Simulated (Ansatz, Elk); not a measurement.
**Bonding as seen by X-rays: Rb3N**

The structure of Rb3N used here is made up (a known structure type with other elements) and was relaxed beforehand with r2SCAN. The aim is the Fourier transform of its all-electron density, F(hkl), set beside the sum over free spherical atoms that refinements use.

Main program and level: Elk 11.2.3 (patched build); DFT, PBE, all-electron APW+lo, Dirac cores, scalar-relativistic bands, static density, no spin.

This account leaves out most program logs.

The structure was built from a prototype and need not be the compound's stable phase.

### 1. The structure

The structure is cubic, space group Fm-3m (No. 225). Conventional cell: a = 7.612 Å, b = 7.612 Å, c = 7.612 Å, α = 90.00°, β = 90.00°, γ = 90.00°. Nearest to Rb lie 8 Rb at 3.30 Å and 6 N at 3.81 Å. Nearest to Rb lie 4 N at 3.30 Å and 4 Rb at 3.30 Å. Nearest to N lie 14 Rb at 3.30 to 3.81 Å. Farther neighbours and most contacts between anions are not listed.

### 2. Ground state and structure factors

An all-electron density is needed, since X-rays see the cores too. Task 0 finds the density and task 195 Fourier-transforms it; tshift is off so that phases refer to the origin typed.

File elk.in:

```
tasks
  0
  195

xctype
  20

spinpol
  .false.

rgkmax
  7.0

gmaxvr
  14.0

lmaxo
  7

lmaxapw
  8

swidth
  0.002

tshift
  .false.

ramdisk
  .false.

hmaxvr
  5.5

maxscl
  120

epspot
  1e-06

sppath
  './'

avec
  0.00000000000 7.19244473823 7.19244473823
  7.19244473823 0.00000000000 7.19244473823
  7.19244473823 7.19244473823 -0.00000000000

atoms
  2
  'Rb.in'
  3
  0.5000000000 0.5000000000 0.5000000000   0.000000 0.000000 0.000000
  0.2500000000 0.2500000000 0.2500000000   0.000000 0.000000 0.000000
  0.7500000000 0.7500000000 0.7500000000   0.000000 0.000000 0.000000
  'N.in'
  1
  0.0000000000 -0.0000000000 -0.0000000000   0.000000 0.000000 0.000000

ngridk
  5 5 5
```

Command:

```bash
$ OMP_NUM_THREADS=4 elk
```

The job ended after 20 s (4 threads of Arm Neoverse V1, shared host; peak memory 0.16 GiB).

SFACRHO.OUT:

```text

h k l indices transformed by vhmat matrix:
   1.000000000       0.000000000       0.000000000    
   0.000000000       1.000000000       0.000000000    
   0.000000000       0.000000000       1.000000000    

      h      k      l  multipl.   |H|            Re(F)            Im(F)           |F|

      0      0      0      1   0.0000000       118.00000      0.21142127E-15   118.00000    
      1      1      1      8  0.75654361      -26.728089      0.67116636E-13   26.728089    
      0     -1     -1      6  0.87358131      -26.380172      0.36085928E-13   26.380172    
      1      2      1     12   1.2354305       94.943276     -0.67261143E-13   94.943276    
      0     -1     -2     24   1.4486707      -24.296827     -0.61911107E-13   24.296827    
     -2      0      0      8   1.5130872      -24.078819      0.31941281E-13   24.078819    
      2      2      0      6   1.7471626       83.473076     -0.60312991E-13   83.473076    
     -3     -1     -1     24   1.9039263      -22.430989     -0.10839209E-12   22.430989    
     -1      1      2     24   1.9533872      -22.173709     -0.29032829E-13   22.173709    
      2      3      3     24   2.1398285       76.059027     -0.11087519E-12   76.059027    
      3      1      3     24   2.2696308      -20.953008      0.10324684E-12   20.953008    
      0      0      3      8   2.2696308      -20.853012      0.51610722E-13   20.853012    
      0     -2      2     12   2.4708611       70.793444     -0.12824626E-13   70.793444    
     -4     -1     -2     48   2.5840884      -19.789318     -0.98082727E-13   19.789318    
     -1      3      0     24   2.6207439      -19.696764     -0.53733018E-14   19.696764    
      3      3      0      6   2.6207439      -19.689701     -0.94822816E-13   19.689701    
     -4     -1     -3     24   2.7625067       66.749952      0.97304438E-13   66.749952    
      4      1      0     24   2.8642279      -18.916153      0.49037714E-13   18.916153
```

Elk indexes on the primitive cell of elk.in and gives |H| = 4π sin θ/λ in inverse bohr. Below, one row stands for each form hkl of the conventional cell (m members, Friedel mates merged), F is for one primitive cell and the density is static (no thermal factor). Free-atom factors are Waasmaier and Kirfel's, and R is Σm||F|−|F'||/Σm|F|.

```tsv
hkl	m	sin θ/λ (Å⁻¹)	abs F, DFT	neutral atoms	diff.
111	8	0.114	26.728	27.331	-0.603
200	6	0.131	26.380	26.833	-0.453
220	12	0.186	94.943	94.862	+0.081
311	24	0.218	24.297	24.271	+0.025
222	8	0.228	24.079	23.983	+0.096
400	6	0.263	83.473	83.502	-0.029
331	24	0.286	22.431	22.307	+0.124
420	24	0.294	22.174	22.106	+0.067
422	24	0.322	76.059	76.130	-0.071
511	24	0.341	20.953	20.892	+0.061
333	8	0.341	20.853	20.892	-0.039
440	12	0.372	70.793	70.871	-0.077
531	48	0.389	19.789	19.791	-0.001
442	24	0.394	19.697	19.668	+0.029
600	6	0.394	19.690	19.668	+0.022
620	24	0.415	66.750	66.829	-0.079
533	24	0.431	18.916	18.876	+0.040
622	24	0.436	18.768	18.771	-0.004
444	8	0.455	63.455	63.537	-0.082
711	24	0.469	18.052	18.080	-0.028
551	24	0.469	18.068	18.080	-0.012
640	24	0.474	17.959	17.987	-0.028
```

### 3. The highest occupied states alone

An energy window below the Fermi level keeps the highest occupied states, to see at which angles they scatter; shallow core shells can lie inside it and anion s states outside. No new self-consistency is needed.

elk.in, as its differences from that of step 2:

```diff
@@ -1,3 +1,2 @@
 tasks
-  0
   195
@@ -40,2 +39,5 @@
 
+wsfac
+  -0.356040 0.495200
+
 sppath
```

Command:

```bash
$ OMP_NUM_THREADS=4 elk
```

The job ended after 10 s (4 threads; peak memory 0.16 GiB; 11 s of CPU time).

States within 15 eV below the Fermi level hold 26.00 electrons; any levels below the window count with the cores. Their amplitudes can exceed the total, where window and core parts have opposite phase:

```tsv
hkl	sin θ/λ (Å⁻¹)	abs F, window	abs F, all
111	0.114	0.296	26.728
200	0.131	0.338	26.380
220	0.186	10.265	94.943
311	0.218	0.561	24.297
222	0.228	0.546	24.079
400	0.263	4.506	83.473
331	0.286	0.722	22.431
420	0.294	0.784	22.174
422	0.322	1.770	76.059
511	0.341	0.779	20.953
```

### 4. Another functional

The difference from free atoms is small, so it is set against the change that LDA (Perdew-Wang) makes.

elk.in, as its differences from that of step 3:

```diff
@@ -1,2 +1,3 @@
 tasks
+  0
   195
@@ -4,3 +5,3 @@
 xctype
-  20
+  3
 
@@ -39,5 +40,2 @@
 
-wsfac
-  -0.356040 0.495200
-
 sppath
```

Command:

```bash
$ OMP_NUM_THREADS=4 elk
```

It took 13 s on 4 threads; peak memory 0.16 GiB.

Against the first run R = 0.06 %; the largest change is -0.055 at 220.

### 5. Basis size

The basis and the expansions that go with it are enlarged, to see whether the differences are converged.

elk.in, as its differences from that of step 4:

```diff
@@ -5,3 +5,3 @@
 xctype
-  3
+  20
 
@@ -11,12 +11,12 @@
 rgkmax
-  7.0
+  8.5
 
 gmaxvr
-  14.0
+  18.0
 
 lmaxo
-  7
+  9
 
 lmaxapw
-  8
+  10
```

Command:

```bash
$ OMP_NUM_THREADS=4 elk
```

Elapsed: 49 s, on 4 threads; peak memory 0.34 GiB; 88 s of CPU time.

Against the first run R = 0.02 %; the largest change is +0.011 at 422.

### 6. Basis size

A smaller basis shows how fast F responds to it; the change is likely larger than the basis error of the first run, but doesn't show convergence.

elk.in, as its differences from that of step 5:

```diff
@@ -11,12 +11,12 @@
 rgkmax
-  8.5
+  5.5
 
 gmaxvr
-  18.0
+  14.0
 
 lmaxo
-  9
+  7
 
 lmaxapw
-  10
+  8
```

Command:

```bash
$ OMP_NUM_THREADS=4 elk
```

Run time: 19 s. Hardware: 4 threads; peak memory 0.16 GiB.

Against the first run R = 0.04 %; the largest change is -0.077 at 400.

### 7. Settings against the effect

```tsv
run	R against the first run (%)	R against neutral atoms, low angle (%)	wall time
PBE, rgkmax 7	0.00	0.38	20 s
LDA (Perdew-Wang)	0.06	0.36	13 s
rgkmax 8.5 with larger expansions	0.02	0.37	49 s
rgkmax 5.5	0.04	0.45	19 s
```

### 8. Outcome

| Item | Value |
| --- | --- |
| R against neutral atoms, sin θ/λ < 0.3 Å⁻¹ | 0.38 % |
| R against neutral atoms, 0.3 to 0.82 Å⁻¹ | 0.14 % |

In words: Independent neutral atoms miss the calculated amplitudes by R = 0.38 % below 0.3 Å⁻¹ and 0.14 % from there to 0.82 Å⁻¹; by shells, 2.03 % below 0.15 Å⁻¹ (2 forms), 0.20 % 0.15 to 0.3 (6 forms), 0.11 % 0.3 to 0.45 (10 forms), 0.14 % above 0.45 (60 forms). Bonding, aspherical density and the tables' own atoms all enter these figures, and the runs don't part them. The largest change of an amplitude is -0.60 electrons, at 111. The window's part falls from 26.0 electrons at the origin to at most 0.46 between 0.45 and 0.82 Å⁻¹. The window holds more than the 8 outer electrons of the free atoms, so shallow core shells lie inside it. Below 0.3 Å⁻¹ the changes that finished (LDA (Perdew-Wang), rgkmax 8.5 with larger expansions and rgkmax 5.5) move F by R = 0.11 % at most, against the 0.38 % that separates it from free atoms. The k-mesh has no finished test. Part of the difference isn't bonding: the tables are fits to free atoms and ions calculated by other methods than this functional. Thermal motion, anomalous dispersion and extinction are left out.

[Logs are printed without paths, hosts, clocks, repeated set-up lines and the standing remarks that a program may print on its own settings, such as how far it seeks lower states.]

[Hosts, paths, dates, database ids (printed as entryN), source tags and the programs' standing remarks are cut or masked in the printed files.]
